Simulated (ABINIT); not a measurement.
# AlSi3 (Pm-3m): from the cell to the phonon bands

How does AlSi3 (Pm-3m) vibrate, and is this structure a minimum?

Program: ABINIT 10.8.3. Level of theory: DFT PBE, scalar-relativistic, plane waves, PseudoDojo norm-conserving pseudopotentials. Results are calculated unless marked as measured.

Most raw output is cut from this account.

The structure was built from a prototype and need not be the compound's stable phase.

## Step 1: Starting point

Symmetry: Pm-3m, No. 221, cubic system. The conventional cell has a = 3.894 Å, b = 3.894 Å, c = 3.894 Å, α = 90.00°, β = 90.00°, γ = 90.00°. Nearest to Al lie 12 Si at 2.75 Å. Nearest to Si lie 4 Al at 2.75 Å and 8 Si at 2.75 Å. Farther neighbours are not listed.

## Step 2: A probe with smearing

A first run with smearing and empty bands tells whether the crystal has a gap, which decides between fixed occupations and smearing later on.

Contents of probe.abi:

```
# ground state
tolvrs 1.0d-08
prtden 1
prtwf 1

# basis, mesh and filling
ecut 16.0
ngkpt 6 6 6
nshiftk 1
shiftk 0.0 0.0 0.0
istwfk *1
occopt 7
tsmear 0.005
nband 14
nstep 100
diemac 9.0
prtebands 0
prtgsr 0
useylm 1

# cell and atoms
acell 7.358359184 7.358359184 7.358359184
rprim 
    1.0 0.0 0.0
    0.0 1.0 0.0
    0.0 0.0 1.0
ntypat 2
znucl 13 14
natom 4
typat 1 2 2 2
xred 
    0.0 0.0 0.0
    0.0 0.5 0.5
    0.5 0.0 0.5
    0.5 0.5 0.0
pp_dirpath "./pseudo"
pseudos "Al.upf, Si.upf"
```

Command:

```bash
OMP_NUM_THREADS=1 mpirun -n 4 abinit probe.abi > probe.log
```

Elapsed: 4.6 s, on 4 MPI ranks of Arm Neoverse V1, shared host; 18 s of CPU time.

Numbers from this step:

```
volume per atom   : 14.76 Å³
pressure          : 0.4774 GPa
gap on the k-mesh : 0 eV
```

No gap opens on this mesh, so smearing is kept; the printed pressure holds the stress of the finite basis too.

## Step 3: Rough relaxation

The typed start is rough, so a first relaxation with smearing and loose thresholds takes it towards rest cheaply.

Contents of prerelax.abi:

```
# relaxation
ionmov 2
optcell 2
dilatmx 1.15
chkdilatmx 0
ntime 40
tolmxf 3.0d-04
tolvrs 1.0d-10
prtwf 0
prtden 0
chksymtnons 0

# basis, mesh and filling
ecut 18.0
ecutsm 3.0
ngkpt 4 4 4
nshiftk 1
shiftk 0.0 0.0 0.0
istwfk *1
occopt 7
tsmear 0.005
nband 14
nstep 100
diemac 1000000.0
prtebands 0
prtgsr 0
useylm 1

# cell and atoms
acell 7.358359184 7.358359184 7.358359184
rprim 
    1.0 0.0 0.0
    0.0 1.0 0.0
    0.0 0.0 1.0
ntypat 2
znucl 13 14
natom 4
typat 1 2 2 2
xred 
    0.0 0.0 0.0
    0.0 0.5 0.5
    0.5 0.0 0.5
    0.5 0.5 0.0
pp_dirpath "./pseudo"
pseudos "Al.upf, Si.upf"
```

Command:

```bash
OMP_NUM_THREADS=1 mpirun -n 4 abinit prerelax.abi > prerelax.log
```

Wall time 4.7 s (4 MPI ranks); 18 s of CPU time.

Little changed from the start: no atom moved by 0.005 Å and no cell edge by 0.1 %.

Numbers from this step:

- pressure: 0.006260 GPa

The volume changes by +0.0 % in this run and stands -0.0 % from the first cell.

## Step 4: Relaxing the cell and atoms

The harmonic expansion needs vanishing forces, and a free crystal bears no stress, so cell and atoms are brought to rest. Stress is more sensitive to the basis than forces are: the last 3 Ha under the cutoff are smoothed with ecutsm, and the cutoff is raised above that of the later runs.

relax.abi, as its differences from prerelax.abi of step 3:

```diff
@@ -3,7 +3,6 @@
 optcell 2
-dilatmx 1.15
-chkdilatmx 0
+dilatmx 1.08
 ntime 40
-tolmxf 3.0d-04
-tolvrs 1.0d-10
+tolmxf 1.0d-05
+tolvrs 1.0d-14
 prtwf 0
@@ -13,5 +12,5 @@
 # basis, mesh and filling
-ecut 18.0
+ecut 21.0
 ecutsm 3.0
-ngkpt 4 4 4
+ngkpt 8 8 8
 nshiftk 1
@@ -20,3 +19,3 @@
 occopt 7
-tsmear 0.005
+tsmear 0.01
 nband 14
```

Command:

```bash
OMP_NUM_THREADS=1 mpirun -n 4 abinit relax.abi > relax.log
```

The job ended after 33 s (4 MPI ranks).

Relaxation path:

| step | energy less that of the first step (eV) | largest force (eV/Å) | volume (Å³) |
| --- | --- | --- | --- |
| 1 | 0.0000 | 0.0000 | 59.04 |
| 2 | -0.0005 | 0.0000 | 59.16 |
| 3 | -0.0010 | 0.0000 | 59.51 |
| 4 | -0.0010 | 0.0000 | 59.52 |

| conventional cell, symmetrised | before | after | change |
| --- | --- | --- | --- |
| a (Å) | 3.894 | 3.904 | +0.3 % |
| b (Å) | 3.894 | 3.904 | +0.3 % |
| c (Å) | 3.894 | 3.904 | +0.3 % |
| volume (Å³/atom) | 14.76 | 14.88 | +0.8 % |

The relaxed structure:

```cif
data_structure
_symmetry_space_group_name_H-M 'P 1'
_symmetry_Int_Tables_number 1
_cell_length_a 3.9043
_cell_length_b 3.9043
_cell_length_c 3.9043
_cell_angle_alpha 90.000
_cell_angle_beta 90.000
_cell_angle_gamma 90.000
_cell_volume 59.52
loop_
_atom_site_label
_atom_site_type_symbol
_atom_site_fract_x
_atom_site_fract_y
_atom_site_fract_z
_atom_site_occupancy
Al1 Al 0.00000 0.00000 0.00000 1
Si2 Si 0.00000 0.50000 0.50000 1
Si3 Si 0.50000 0.00000 0.50000 1
Si4 Si 0.50000 0.50000 0.00000 1
```

Numbers from this step:

| Property | Result |
| --- | --- |
| volume per atom | 14.88 Å³ |
| pressure | 4.35e-5 GPa |

The volume changes by +0.8 % in this run and stands +0.8 % from the first cell.

## Step 5: Self-consistent run for the response

First-order wavefunctions inherit every error of the ground state, hence the very tight tolvrs. Smearing stays on, as the first look found no gap above 0.3 eV.

Contents of gs.abi:

```
# ground state
tolvrs 1.0d-16
prtden 1
prtwf 1

# basis, mesh and filling
ecut 16.0
ngkpt 8 8 8
nshiftk 1
shiftk 0.0 0.0 0.0
istwfk *1
occopt 7
tsmear 0.01
nband 14
nstep 100
diemac 1000000.0
prtebands 0
prtgsr 0
useylm 1

# cell and atoms
acell 7.378104105 7.378104105 7.378104105
rprim 
    1.0 0.0 0.0
    0.0 1.0 0.0
    0.0 0.0 1.0
ntypat 2
znucl 13 14
natom 4
typat 1 2 2 2
xred 
    0.0 0.0 0.0
    0.0 0.5 0.5
    0.5 0.0 0.5
    0.5 0.5 0.0
pp_dirpath "./pseudo"
pseudos "Al.upf, Si.upf"
```

Command:

```bash
OMP_NUM_THREADS=1 mpirun -n 4 abinit gs.abi > gs.log
```

It took 8 s on 4 MPI ranks; 32 s of CPU time.

Read from the output:

```
pressure : -0.1277 GPa
```

The cell stands at -0.13 GPa: the relaxation ran with a smoothed and higher cutoff, and the difference is a stress of the finite basis.

## Step 6: Zone-centre response

At q = 0 one unit cell holds all displacements. The response is solved for single atoms along the cell's directions, and symmetry skips those that follow from others. The crystal is treated as a metal, which screens a static field, so no field response is asked.

Contents of dfpt_gamma.abi:

```

# common to the responses
getwfk_filepath "gso_WFK"
kptopt 2
nqpt 1
qpt 0.0 0.0 0.0
asr 0
chneut 0

# displacements
rfphon 1
rfatpol 1 4
rfdir 1 1 1
tolvrs 1.0d-10
prtwf 0

# basis, mesh and filling
ecut 16.0
ngkpt 8 8 8
nshiftk 1
shiftk 0.0 0.0 0.0
istwfk *1
occopt 7
tsmear 0.01
nband 14
nstep 100
diemac 1000000.0
prtebands 0
prtgsr 0
useylm 1

# cell and atoms
acell 7.378104105 7.378104105 7.378104105
rprim 
    1.0 0.0 0.0
    0.0 1.0 0.0
    0.0 0.0 1.0
ntypat 2
znucl 13 14
natom 4
typat 1 2 2 2
xred 
    0.0 0.0 0.0
    0.0 0.5 0.5
    0.5 0.0 0.5
    0.5 0.5 0.0
pp_dirpath "./pseudo"
pseudos "Al.upf, Si.upf"
```

Command:

```bash
OMP_NUM_THREADS=1 mpirun -n 4 abinit dfpt_gamma.abi > dfpt_gamma.log
```

Elapsed: 42 s, on 4 MPI ranks; 2.8 min of CPU time.

Numbers from this step:

```
largest acoustic frequency at the zone centre before the sum rule : 1.2 cm⁻¹
highest optical zone-centre mode (no LO-TO term)                  : 292.1 cm⁻¹
lowest optical zone-centre mode                                   : -39.8 cm⁻¹
```

The acoustic modes at Γ come out as far as 1.2 cm⁻¹ from zero, where they should vanish, a small numerical error. The lowest optical mode is imaginary, 40i cm⁻¹, an instability at this level and on this k mesh.

## Step 7: Zone-centre analysis

anaddb reads the merged derivatives and imposes the acoustic sum rule.

Contents of anaddb.abi:

```
ddb_filepath "gamma_DDB"
output_file "anaddb.abo"
outdata_prefix "anaddb"
asr 1
chneut 1
enunit 2
eivec 1
nph1l 1
qph1l 0.0 0.0 0.0 1.0
```

Contents of mrgddb.in:

```
gamma_DDB
merged
2
dfpt_gammao_DDB
gso_DDB
```

Command:

```bash
mrgddb < mrgddb.in > mrgddb.log
OMP_NUM_THREADS=1 anaddb anaddb.abi > anaddb.log
```

The job ended after 0.51 s (1 thread).

Read from the output:

| Quantity | Value |
| --- | --- |
| lowest optical zone-centre mode | -39.82 cm⁻¹ |

No LO-TO term; unit eigenvectors of the mass-weighted matrix, from anaddb's displacements. The modes at Γ (shares of kinetic energy by element, %) (negative means imaginary):

| mode | frequency (cm⁻¹) | symmetry | Al % | Si % |
| --- | --- | --- | --- | --- |
| 1 | -39.8 | T1u | 29 | 71 |
| 2 | -39.8 | T1u | 29 | 71 |
| 3 | -39.8 | T1u | 29 | 71 |
| 4 | 0.0 | acoustic | 24 | 76 |
| 5 | 0.0 | acoustic | 24 | 76 |
| 6 | 0.0 | acoustic | 24 | 76 |
| 7 | 75.1 | T2u | 0 | 100 |
| 8 | 75.1 | T2u | 0 | 100 |
| 9 | 75.1 | T2u | 0 | 100 |
| 10 | 292.1 | T1u | 47 | 53 |
| 11 | 292.1 | T1u | 47 | 53 |
| 12 | 292.1 | T1u | 47 | 53 |

Displacements in mode 2 (-39.8 cm⁻¹), the largest set to 1:
```
Al1  0.00 -0.67  0.00
Si2  0.00 -0.18  0.00
Si3  0.00  1.00  0.00
Si4  0.00 -0.18  0.00
```

Displacements in mode 11 (292.1 cm⁻¹), the largest set to 1:
```
Al1  0.00  1.00  0.00
Si2  0.00 -0.68  0.00
Si3  0.00  0.40  0.00
Si4  0.00 -0.68  0.00
```

The rule moves no optical mode by more than 0.1 cm⁻¹.

## Step 8: Sum rules set otherwise (asr 0)

Without the rule the raw error of the acoustic modes shows.

anaddb.abi, as its differences from that of step 7:

```diff
@@ -3,4 +3,4 @@
 outdata_prefix "anaddb"
-asr 1
-chneut 1
+asr 0
+chneut 0
 enunit 2
```

mrgddb.in is that of step 7.

The job ended after 0.49 s (1 thread).

This step gave:

```
lowest optical zone-centre mode : -39.8 cm⁻¹
```

Zone-centre frequencies as printed; negative means imaginary. Modes:

| mode | frequency (cm⁻¹) |
| --- | --- |
| 1 | -39.8 |
| 2 | -39.8 |
| 3 | -39.8 |
| 4 | 1.2 |
| 5 | 1.2 |
| 6 | 1.2 |
| 7 | 75.15 |
| 8 | 75.15 |
| 9 | 75.15 |
| 10 | 292.1 |
| 11 | 292.1 |
| 12 | 292.1 |

## Step 9: Phonons on a q mesh

Linear response treats each wavevector in the unit cell, with no supercell; the 2×2×2 mesh fixes the range of the force constants to be had.

Contents of dfpt_q.abi:

```
ndtset 3

# wavevectors
qpt1 0.5 0.0 0.0
qpt2 0.5 0.5 0.0
qpt3 0.5 0.5 0.5

# displacements
getwfk_filepath "gso_WFK"
getwfq_filepath "gso_WFK"
kptopt 3
nqpt 1
rfphon 1
rfatpol 1 4
rfdir 1 1 1
tolvrs 1.0d-10
prtwf 0

# basis, mesh and filling
ecut 16.0
ngkpt 8 8 8
nshiftk 1
shiftk 0.0 0.0 0.0
istwfk *1
occopt 7
tsmear 0.01
nband 14
nstep 100
diemac 1000000.0
prtebands 0
prtgsr 0
useylm 1

# cell and atoms
acell 7.378104105 7.378104105 7.378104105
rprim 
    1.0 0.0 0.0
    0.0 1.0 0.0
    0.0 0.0 1.0
ntypat 2
znucl 13 14
natom 4
typat 1 2 2 2
xred 
    0.0 0.0 0.0
    0.0 0.5 0.5
    0.5 0.0 0.5
    0.5 0.5 0.0
pp_dirpath "./pseudo"
pseudos "Al.upf, Si.upf"
```

Command:

```bash
OMP_NUM_THREADS=1 mpirun -n 4 abinit dfpt_q.abi > dfpt_q.log
```

Elapsed: 13 min, on 4 MPI ranks; 51 min of CPU time.

Numbers from this step:

| Property | Result |
| --- | --- |
| lowest mode on the q mesh (acoustic ones at the zone centre apart) | -81.53 cm⁻¹ |

Frequencies (cm⁻¹) before the sum rule at the irreducible wavevectors but Γ, which is solved apart; negative means imaginary. Frequencies by wavevector:

| q (fractions) | star | mode 1 | mode 2 | mode 3 | mode 4 | mode 10 | mode 11 | mode 12 |
| --- | --- | --- | --- | --- | --- | --- | --- | --- |
| 0.5 0 0 | 3 | 71.21 | 71.21 | 89.75 | 89.75 | 232.2 | 250.3 | 250.3 |
| 0.5 0.5 0 | 3 | 12.14 | 86.89 | 86.89 | 139.7 | 204.9 | 260.4 | 260.4 |
| 0.5 0.5 0.5 | 1 | -81.53 | -81.53 | -81.53 | -62.35 | 313.6 | 313.6 | 313.6 |

## Step 10: Interpolated phonon bands

anaddb transforms the dynamical matrices to force constants and back along the path; points of the mesh come back as solved, but for the sum rule and, in polar crystals, the LO-TO term at Γ; the rest is interpolation.

Contents of anaddb.abi:

```
ddb_filepath "all_DDB"
output_file "anaddb.abo"
outdata_prefix "anaddb"
ifcflag 1
ngqpt 2 2 2
nqshft 1
q1shft 0.0 0.0 0.0
asr 1
chneut 0
dipdip 0
dipquad 0
quadquad 0
enunit 0
eivec 0
nph1l 62
qph1l 
    0.0 0.0 0.0 1.0
    0.0 0.05 0.0 1.0
    0.0 0.1 0.0 1.0
    0.0 0.15 0.0 1.0
    0.0 0.2 0.0 1.0
    0.0 0.25 0.0 1.0
    0.0 0.3 0.0 1.0
    0.0 0.35 0.0 1.0
    0.0 0.4 0.0 1.0
    0.0 0.45 0.0 1.0
    0.0 0.5 0.0 1.0
    0.05 0.5 0.0 1.0
    0.1 0.5 0.0 1.0
    0.15 0.5 0.0 1.0
    0.2 0.5 0.0 1.0
    0.25 0.5 0.0 1.0
    0.3 0.5 0.0 1.0
    0.35 0.5 0.0 1.0
    0.4 0.5 0.0 1.0
    0.45 0.5 0.0 1.0
    0.5 0.5 0.0 1.0
    0.45 0.45 0.0 1.0
    0.4 0.4 0.0 1.0
    0.35 0.35 0.0 1.0
    0.3 0.3 0.0 1.0
    0.25 0.25 0.0 1.0
    0.2 0.2 0.0 1.0
    0.15 0.15 0.0 1.0
    0.1 0.1 0.0 1.0
    0.05 0.05 0.0 1.0
    0.0 0.0 0.0 1.0
    0.05 0.05 0.05 1.0
    0.1 0.1 0.1 1.0
    0.15 0.15 0.15 1.0
    0.2 0.2 0.2 1.0
    0.25 0.25 0.25 1.0
    0.3 0.3 0.3 1.0
    0.35 0.35 0.35 1.0
    0.4 0.4 0.4 1.0
    0.45 0.45 0.45 1.0
    0.5 0.5 0.5 1.0
    0.45 0.5 0.45 1.0
    0.4 0.5 0.4 1.0
    0.35 0.5 0.35 1.0
    0.3 0.5 0.3 1.0
    0.25 0.5 0.25 1.0
    0.2 0.5 0.2 1.0
    0.15 0.5 0.15 1.0
    0.1 0.5 0.1 1.0
    0.05 0.5 0.05 1.0
    0.0 0.5 0.0 1.0
    0.5 0.5 0.5 1.0
    0.5 0.5 0.45 1.0
    0.5 0.5 0.4 1.0
    0.5 0.5 0.35 1.0
    0.5 0.5 0.3 1.0
    0.5 0.5 0.25 1.0
    0.5 0.5 0.2 1.0
    0.5 0.5 0.15 1.0
    0.5 0.5 0.1 1.0
    0.5 0.5 0.05 1.0
    0.5 0.5 0.0 1.0
```

Contents of mrgddb.in:

```
all_DDB
merged
4
dfpt_gammao_DDB
dfpt_qo_DS1_DDB
dfpt_qo_DS2_DDB
dfpt_qo_DS3_DDB
```

Command:

```bash
mrgddb < mrgddb.in > mrgddb.log
OMP_NUM_THREADS=1 anaddb anaddb.abi > anaddb.log
```

Elapsed: 0.54 s, on 1 thread.

This step gave:

```yaml
lowest_frequency_on_the_path: -81.55 cm⁻¹
```

Anaddb. The phonon branches at the labelled points (cm⁻¹):

| point | branch 1 | branch 2 | branch 3 | branch 4 | branch 9 | branch 10 | branch 11 | branch 12 |
| --- | --- | --- | --- | --- | --- | --- | --- | --- |
| Γ | -40 | -40 | -40 | 0 | 75 | 292 | 292 | 292 |
| halfway | 51 | 51 | 66 | 66 | 135 | 275 | 278 | 278 |
| X | 71 | 71 | 90 | 90 | 207 | 232 | 250 | 250 |
| halfway | 55 | 92 | 107 | 113 | 202 | 236 | 249 | 257 |
| M | 12 | 87 | 87 | 140 | 201 | 205 | 260 | 260 |
| halfway | 47 | 82 | 82 | 106 | 185 | 252 | 264 | 278 |
| Γ | -40 | -40 | -40 | 0 | 75 | 292 | 292 | 292 |
| halfway | 36 | 36 | 70 | 70 | 216 | 220 | 280 | 280 |
| R | -82 | -82 | -82 | -62 | 256 | 314 | 314 | 314 |
| halfway | 34 | 52 | 53 | 88 | 209 | 256 | 276 | 284 |
| X | 71 | 71 | 90 | 90 | 207 | 232 | 250 | 250 |
| jump to R | -82 | -82 | -82 | -62 | 256 | 314 | 314 | 314 |
| halfway | -43 | 28 | 28 | 55 | 228 | 284 | 293 | 293 |
| M | 12 | 87 | 87 | 140 | 201 | 205 | 260 | 260 |

The path dips to 82i cm⁻¹.

## Step 11: Sums over the zone

Sums over the zone need many more wavevectors than were solved, so the interpolation is sampled on a dense mesh.

Contents of anaddb.abi:

```
ddb_filepath "all_DDB"
output_file "anaddb.abo"
outdata_prefix "anaddb"
ifcflag 1
ngqpt 2 2 2
nqshft 1
q1shft 0.0 0.0 0.0
asr 1
chneut 0
dipdip 0
dipquad 0
quadquad 0
prtdos 2
ng2qpt 12 12 12
dosdeltae 4.5563e-06
ntemper 11
temperinc 100.0
tempermin 0.0
```

Command:

```bash
OMP_NUM_THREADS=1 anaddb anaddb.abi > anaddb.log
```

Wall time 0.77 s (1 thread).

Numbers from this step:

```
share of modes beyond 3i cm⁻¹ on the dense interpolated mesh : 0.0278
```

The phonon density of states has structure finer than the step of the table below, so its rows give means over 10 cm⁻¹, whole bins alone (the curve runs from -112 to 341 cm⁻¹). Peaks (cm⁻¹: height): 83.5: 0.0741, 134.4: 0.0680, 143.4: 0.0769, 203.4: 0.0557, 236.4: 0.0392, 275.4: 0.0732.

Tetrahedra. The phonon density of states by wavenumber; means over each step:

wavenumber (cm⁻¹), phonon density of states (1/cm⁻¹/cell) and a bar:
```
      -90     0.0000 
      -80     0.0003 
      -70     0.0020 #
      -60     0.0040 ##
      -50     0.0055 ##
      -40     0.0050 ##
      -30     0.0050 ##
      -20     0.0051 ##
      -10     0.0054 ##
        0     0.0060 ###
       10     0.0072 ###
       20     0.0097 ####
       30     0.0156 #######
       40     0.0311 ##############
       50     0.0455 ####################
       60     0.0450 ####################
       70     0.0528 ########################
       80     0.0667 ##############################
       90     0.0529 ########################
      100     0.0393 ##################
      110     0.0359 ################
      120     0.0409 ##################
      130     0.0647 #############################
      140     0.0656 #############################
      150     0.0584 ##########################
      160     0.0555 #########################
      170     0.0542 ########################
      180     0.0347 ################
      190     0.0161 #######
      200     0.0333 ###############
      210     0.0234 ###########
      220     0.0090 ####
      230     0.0255 ###########
      240     0.0327 ###############
      250     0.0301 ##############
      260     0.0496 ######################
      270     0.0659 ##############################
      280     0.0598 ###########################
      290     0.0260 ############
      300     0.0112 #####
      310     0.0039 ##
      320     0.0000
```

## Step 12: What came out

- space group after relaxation: Pm-3m
- volume per atom: 14.9 Å³
- highest optical zone-centre mode (no LO-TO term): 292.1 cm⁻¹
- lowest optical zone-centre mode: -39.8 cm⁻¹
- q mesh: 2×2×2
- lowest mode on the q mesh (acoustic ones at the zone centre apart): -81.5 cm⁻¹
- imaginary modes on the q mesh: yes

What this shows: AlSi3 (Pm-3m) is unstable: a mode solved on the 2×2×2 mesh is imaginary, 82i cm⁻¹; its spectrum reaches 314 cm⁻¹. At the PBE level the optical modes of AlSi3 (Pm-3m) at the zone centre run from 40i to 292 cm⁻¹, so the structure is a saddle point, with 3 modes beyond 10i cm⁻¹ there. The most unstable solved mode lies at q = (0.5, 0.5, 0.5), on the zone boundary, so the distortion that it points to doubles the cell. These are harmonic frequencies at zero temperature: anharmonic shifts and linewidths and thermal expansion are left out. In a metal the frequencies hang on the k mesh and the smearing, most of all near Kohn anomalies. The runs are without spin polarisation, although the cell has an odd electron count or an open d or f shell, so a magnetic state was not tested. The q mesh stands for a supercell only 7.8 Å across, so branches between the solved wavevectors are rough. The structure is a hypothetical one, built on a prototype.

[Host names and launcher messages were left out of these logs when they were recorded.]

[Logs are printed without paths, hosts, clocks, repeated set-up lines and the standing remarks that a program may print on its own settings, such as how far it seeks lower states.]

[Hosts, paths, dates, database ids (printed as entryN), source tags and the programs' standing remarks are cut or masked in the printed files.]
